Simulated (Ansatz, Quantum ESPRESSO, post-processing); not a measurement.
# vacuum gap of 6.0 Å between two Pb(111) faces: ballistic transmission, part 4 of 4

Aim: the zero-bias transmission with pwcond for this junction: vacuum gap of 6.0 Å between two Pb(111) faces.

Quantum ESPRESSO 7.5; plane-wave DFT, PBE, GBRV ultrasoft pseudopotentials; cross-check by Ansatz 0.2.0 with PAW datasets.

So far. Step 2 (Ground state): The run needed 10 iterations to bring the estimated error under 1e-07 Ry; the largest force on any atom, held or free, is 0.24 eV/Å. Step 3 (Transmission with pwcond.x): At no point does T exceed the number of channels.

## 5. The same in Ansatz

As a check, the same structure is run in Ansatz.

Level of this step: plane-wave DFT, PBE, Ansatz PAW (Ansatz 0.2.0).

input.yaml reads:

```yaml
crystal:
  lattice:
    - [3.5567471094, 0.0, 0.0]
    - [1.7783735547, 3.0802333515, 0.0]
    - [0.0, 0.0, 37.9447903943]
  atoms:
    - { symbol: Pb, position: [0.0, 0.0, 0.0] }
    - { symbol: Pb, position: [0.333333333, 0.333333333, 0.0765341388] }
    - { symbol: Pb, position: [0.666666667, 0.666666667, 0.1530682776] }
    - { symbol: Pb, position: [0.0, 0.0, 0.2296024163] }
    - { symbol: Pb, position: [0.333333333, 0.333333333, 0.3061365551] }
    - { symbol: Pb, position: [0.666666667, 0.666666667, 0.3826706939] }
    - { symbol: Pb, position: [0.0, 0.0, 0.5407951673] }
    - { symbol: Pb, position: [0.333333333, 0.333333333, 0.6173293061] }
    - { symbol: Pb, position: [0.666666667, 0.666666667, 0.6938634449] }
    - { symbol: Pb, position: [0.0, 0.0, 0.7703975837] }
    - { symbol: Pb, position: [0.333333333, 0.333333333, 0.8469317224] }
    - { symbol: Pb, position: [0.666666667, 0.666666667, 0.9234658612] }
kpoints:
  mp_grid: { grid: [8, 8, 1] }
hamiltonian:
  xc: pbe
scf:
  occupations: { method: fermi_dirac, width: 0.1 }
  convergence: { dr2_threshold: 1.0e-08 }
output:
  transmission: { leads: [[0, 3]], e_range: [-0.4, 0.4], de: 0.4, kmesh: [8, 8] }
  write_potential: true
  write_density: true
  volumetric_format: npy
  elf: true
```

The run is started by

```sh
> ansatz run input.yaml --threads 4 --pin off --max-ram 8192MiB --backend cpu --events-out ev --progress --plain --runs-dir out
```

Numbers of over 12 decimals in the logs are rounded to 6 here.

Output:

```text
Engine: ansatz 0.2.0, aarch64-unknown-linux-gnu
Pseudopotentials: kind: paw
Pseudopotential: Pb, paw, valence charge 14, recommended cutoff 420 eV (normal), Pb.paw.azcp
Functional definition: PBE
  parameter kappa = 0.804
  parameter beta = 0.066725
  exchange = pbe_x(kappa = kappa, mu = beta*pi^2/3)
  correlation = pbe_c(beta = beta)
Crystal: 12 atoms, lattice volume = 415.708 Å³
Basis set: ecut = 420 eV, 8017 PW (Γ)
Bands: 101, of which v1, the nominal top of the filled ones, is band 84 counted from 1 (83 counted from 0)
Symmetry: 12 space group operations
Space group: P-3m1 (ITA 164), of the structure as read, at distance tolerance 7.5e-5 Å
k-points: 10 of 64
Non-local potential: Pb, projectors of the file, l = 0: 2, l = 1: 2, l = 2: 2, l = 3: 2
PAW form: soft (Blöchl's): semilocal exchange-correlation on the pseudo side does not see the compensation charge
PAW one-centre angular grid: Pb, 590 points (default); XC on 64 Gauss nodes
Initial density: superposition of atomic densities (neutral atoms: chi_scale 0, normalization atom), corrected by the library's trained network
Initial wavefunctions: pseudopotential atomic-orbital guess
Functional: x = pbe(κ = 0.804, μ = 0.219515), c = pbe(β = 0.066725)
SCF iter   1: F=—  HF=-142876.751700 eV  |F-HF|=—  |Δ(HF+E_count)|=         —  Δρ=9.82e-4  dr2=3.89e-1  ethr=1.77e-3  ⟨swp⟩=7.8  Hψ=4280  notcnv=0  defer=1
preconditioner: auto → LDOS  [metal: Δε(μ)=0.043 eV  Ē_g=15.851 eV  σ=0.100 eV  W_gap=0.11  n_scr=106 (ndim 8)  ℏωp=23.6 eV  f_vac=0.068  D(μ)=6.47/eV (n_scr^D=20)  β→1.0]
SCF iter   2: F=—  HF=-142876.752172 eV  |F-HF|=—  |Δ(HF+E_count)|=   4.72e-4  Δρ=3.74e-4  dr2=1.39e-3  ethr=2.31e-4  ⟨swp⟩=1.0  Hψ=1170  notcnv=0  defer=1
SCF iter   3: F=—  HF=-142876.752603 eV  |F-HF|=—  |Δ(HF+E_count)|=   4.32e-4  Δρ=2.85e-4  dr2=8.97e-4  ethr=8.30e-7  ⟨swp⟩=2.2  Hψ=1818  notcnv=0  defer=1
SCF iter   4: F=—  HF=-142876.752450 eV  |F-HF|=—  |Δ(HF+E_count)|=   1.53e-4  Δρ=4.60e-5  dr2=1.63e-5  ethr=5.34e-7  ⟨swp⟩=2.1  Hψ=1812  notcnv=0  defer=1
SCF iter   5: F=—  HF=-142876.752459 eV  |F-HF|=—  |Δ(HF+E_count)|=   9.11e-6  Δρ=1.15e-5  dr2=8.56e-7  ethr=9.71e-9  ⟨swp⟩=2.0  Hψ=1835  notcnv=0  defer=1
SCF iter   6: F=—  HF=-142876.752706 eV  |F-HF|=—  |Δ(HF+E_count)|=   2.46e-4  Δρ=3.88e-6  dr2=1.11e-7  ethr=5.10e-10  ⟨swp⟩=2.0  Hψ=1824  notcnv=0  defer=1
SCF iter   7: F=—  HF=-142876.752706 eV  |F-HF|=—  |Δ(HF+E_count)|=   1.47e-8  Δρ=9.84e-7  dr2=1.06e-8  ethr=6.63e-11  ⟨swp⟩=2.0  Hψ=1802  notcnv=0  defer=1
SCF iter   8: F=-142876.752706 eV  HF=-142876.752706 eV  |F-HF|=3.20e-10  |Δ(HF+E_count)|=   1.22e-9  Δρ=3.77e-7  dr2=8.34e-10  ethr=5.95e-12  ⟨swp⟩=6.2  Hψ=2854  notcnv=0
SCF 1 converged in 8 iterations: F = -142876.752706 eV  dr2 = 8.34e-10
  greatest PAW one-centre occupation: 0.979 electrons in one spin orbital (limit 2), on the Pb atom at site 6 (counted from 0), in its partial waves of l = 2
transmission: 50 of 470 steps passed
transmission: 94 of 470 steps passed
[...]
transmission: 470 of 470 steps passed
SCF converged after 8 iterations
Free energy (F): -142876.752706 eV
Harris-Foulkes:  -142876.752706 eV  (|F-HF|=3.20e-10)
Internal energy: -142876.544205 eV  (E = F + TS)
E sigma→0 (E₀):  -142876.648455 eV
Entropy (-TS):   -0.208501 eV (-17.375 meV/atom)
Fermi energy:    9.171749 eV
--- Per-component energies (eV) ---
  E_band       = -740.970708
  E_kinetic    = 3458.841774
  E_local      = -22964.335289  (includes V_loc(G=0)·N_el)
  E_nonlocal   = 4194.244873
  E_hartree    = 10084.864353
  E_xc         = -2645.520726
  E_vxc        = -1584.624715  (∫ρ·V_xc dr)
  E_paw        = -124865.476202  (= ΣΔE_a)
  E_vpaw       = -4014.826680  (= ΣTr[D̂ρ^β])
  E_aug_tail   = 0.000588  (compensation charges beyond the density's cutoff)
  E_ewald      = -10139.163575
  E_smearing   = -0.208501  (= −TS)
  E_closure    = 0.000000  (closes the sum)
  Σ components = -142876.752706   (vs F -142876.752706, Δ=0.00e0)
--- Band table (eV; the first three rows and the last of 10) ---
  k-point 0: bands = [... 80 lower, 11.7584, 13.4645, 13.7068, 14.4734, 14.4734, 14.5340, 14.5340, 14.6446, ... 13 higher]
  k-point 1: bands = [... 80 lower, 11.7281, 12.1662, 12.2536, 12.4047, 12.5808, 12.7579, 12.9193, 13.2037, ... 13 higher]
  k-point 2: bands = [... 80 lower, 9.3305, 9.4970, 9.7603, 9.8684, 10.2187, 10.5737, 10.6737, 11.0246, ... 13 higher]
  k-point 9: bands = [... 80 lower, 7.1648, 7.3075, 7.3584, 7.4215, 8.0837, 8.2397, 8.4272, 8.4275, ... 13 higher]
--- Transmission ---
  basis      : 91 plane waves across, 47 finite elements along
  points     : 10, standing for a mesh of 8 x 8
  energies   : 3 from -0.400000 to 0.400000 eV about the Fermi level, 0.400000 eV apart; the leads are filled to 0.000000 eV, and channels, transmission and decay are at 0.000000 eV
  crystal 0  : Pb3, at the sites [0, 3], period 8.7122 Å, over 34.85 Å; its Hamiltonian steps by up to 157.3 meV: too much for a lead, lay more layers or, if its atoms are ordered, name the step of that order
    offset         : up to 0.0000 Å between an atom of the period and one for which it stands
    channels       : 1.234375e0 a spin
    conductance    : none, the energies end too early or step too widely for 300 K: set another output.transmission.e_range or a lower de, or, where they end at an eighth of basis.ecutwfc, a higher one
    slowest decay  : 0.1061 /Å at (0.5000, 0.0000)
  junction   : crystal 0 to crystal 0, -1.45 to 27.78 Å
    transmission   : 3.647186e-2 a spin
    conductance    : none, the energies end too early or step too widely for 300 K: set another output.transmission.e_range or a lower de, or, where they end at an eighth of basis.ecutwfc, a higher one
```

The job ended after 17 s (4 threads of Arm Neoverse V2, shared host; peak memory 1.2 GiB; 65 s of CPU time).

Numbers from this step:

```
free energy                                  : -142876.7527 eV
energy at zero smearing                      : -142876.6485 eV
smearing term TS                             : 0.2085 eV
Fermi energy                                 : 9.172 eV
symmetry operations                          : 12
transmission at the Fermi level, one spin    : 0.03647
step of the lead's Hamiltonian over a period : 157.3 meV
```

Per spin; mean over the k mesh across the current. Transmission, zone mean against energy, zero at the Fermi level:

```tsv
energy (eV)	transmission, zone mean
-0.400	0.0281
0.000	0.0365
0.400	0.0493
```

Per spin; mean over the k mesh across the current. The open channels, zone mean by energy, zero at the Fermi level:

```tsv
energy (eV)	open channels, zone mean
-0.400	1.42
0.000	1.23
0.400	1.42
```

Valence density in the ca plane at fractional y = 0.000, with atoms of Pb within 0.2 Å of it. It is the smooth field of the valence electrons, not physical close to the nuclei.

Ten steps, logarithmic in the rise over the least value, from '0' (0.00 × 1e0 e/Å³) to '9' (8.94 × 1e0 e/Å³), each cell a mean:
```
11111000111110000000001358997421111110001111
11211111112110000000001246765311112111111121
22322111223221000000000123432211223221112232
23432211234321000000000011221111234322112343
23432212234321000000000011111111234332122343
23332111233321000000000112222111233321112333
12221111122211000000000134554211122211111222
11111101111110000000001247886321111111011111
11111000111110000000001368997421111110001111
```
Columns run along c (16.0 Å, from fractional 0.29 to 0.71 of the cell), rows up along a (3.6 Å). Atoms in or near the plane, at fractional coordinates: Pb at (0.54, 0.00).

ELF in the ca plane at fractional y = 0.000, with atoms of Pb within 0.2 Å of it. It is the smooth field of the valence electrons, not physical close to the nuclei.

Ten even steps from '0' (0.00) to '9' (0.44), each cell a mean:
```
44433223345543210000269993016866554432223444
55654334566665320000158999778765566543234566
67776545677887521000136888887655677775346777
78887655788888631000013466665445788876457888
88887656788888641000012345554445788886457898
78877545678888631000024677776545778875457888
66765444567776421000147999998655667664345677
45543333455554310000269996348765555432223455
44332222344443210000279992005866554322123344
```
Columns run along c (16.0 Å, from fractional 0.29 to 0.71 of the cell), rows up along a (3.6 Å). Atoms in or near the plane, at fractional coordinates: Pb at (0.54, 0.00).

Ansatz finds T = 0.0365 against pwcond's 0.0329.

## 6. All levels side by side

All levels:

```tsv
step	T at the Fermi level (per spin)	conductance (G0)	r.m.s. T(E) from the first	CPU time of the step (s)	peak memory (GiB)
Ansatz	0.03647	-	0	64.63	1.229
pwcond	0.03288	0.03288	0.002512	386.8	0.36
pwcond, changed setting	0.03614	0.03614	7.26e-4	97.92	0.23
```

Per spin; mean over the k mesh across the current. Table of transmission, zone mean by energy, zero at the Fermi level:

```tsv
energy (eV)	Ansatz	pwcond	pwcond, changed setting
-0.400	0.0281	0.0284	0.0283
0.000	0.0365	0.0329	0.0361
0.400	0.0493	0.0468	0.0481
```

## 7. Worked from the printed numbers

The Landauer sum over the mesh, Σ w T = 0.0938 × 0.0991 + 0.0938 × 0.0842 + 0.1875 × 0.0355 + … = 0.03288.

G = 0.0329 × 77.48 µS = 2.55 µS a cell. Times the area of 10.956 Å², the resistance-area product is A/G = 43.0 fΩ m², the leads' contact resistance included.

Free electrons at 4 an atom (3 atoms in 95.4 Å³) have k_F = 1.550 1/Å and offer A k_F²/4π = 2.09 channels per spin; the lead has 1.23 on this mesh.

## 8. Outcome

```json
{
 "conductance from T at the Fermi level, a cell (G₀ = 2e²/h)": "0.0329 G₀",
 "conductance per area": "23.3 S/μm²",
 "lead channels per spin": "1.23",
 "the same conductance by Ansatz": "0.0365 G₀"
}
```

The junction conducts 0.0329 G₀ a cell at the Fermi level (PBE, GBRV ultrasoft). At the Fermi level the junction passes 2.7 % of what the leads offer. At the Fermi level pwcond and Ansatz differ by 9.9 %. Ansatz finds a step of 157 meV across the lead's period inside the junction cell: the lead is too short to be bulk-like, which bears on both codes. Points with over 2.5 times the mean carry 58 % of T, so the mean leans on few points, and the mesh was not tested. Over -0.4 to 0.4 eV, T lies between 0.028 and 0.047 per spin. The geometry is as built, not relaxed, and the leads are short. Semilocal functionals lack the image potential in a vacuum gap. Spin-orbit coupling is left out; depending on the atoms that carry the levels of interest, it can split and shift them by tenths of an eV to an eV or more.

[Logs are printed without paths, hosts, clocks, repeated set-up lines and the standing remarks that a program may print on its own settings, such as how far it seeks lower states.]

[Hosts, paths, dates, database ids (printed as entryN), source tags and the programs' standing remarks are cut or masked in the printed files.]

[Maps of the electrostatic potential energy from Ansatz leave out the sawtooth potential of an applied field or a dipole correction, so their vacuum need not be flat; planar profiles and work functions include it.]
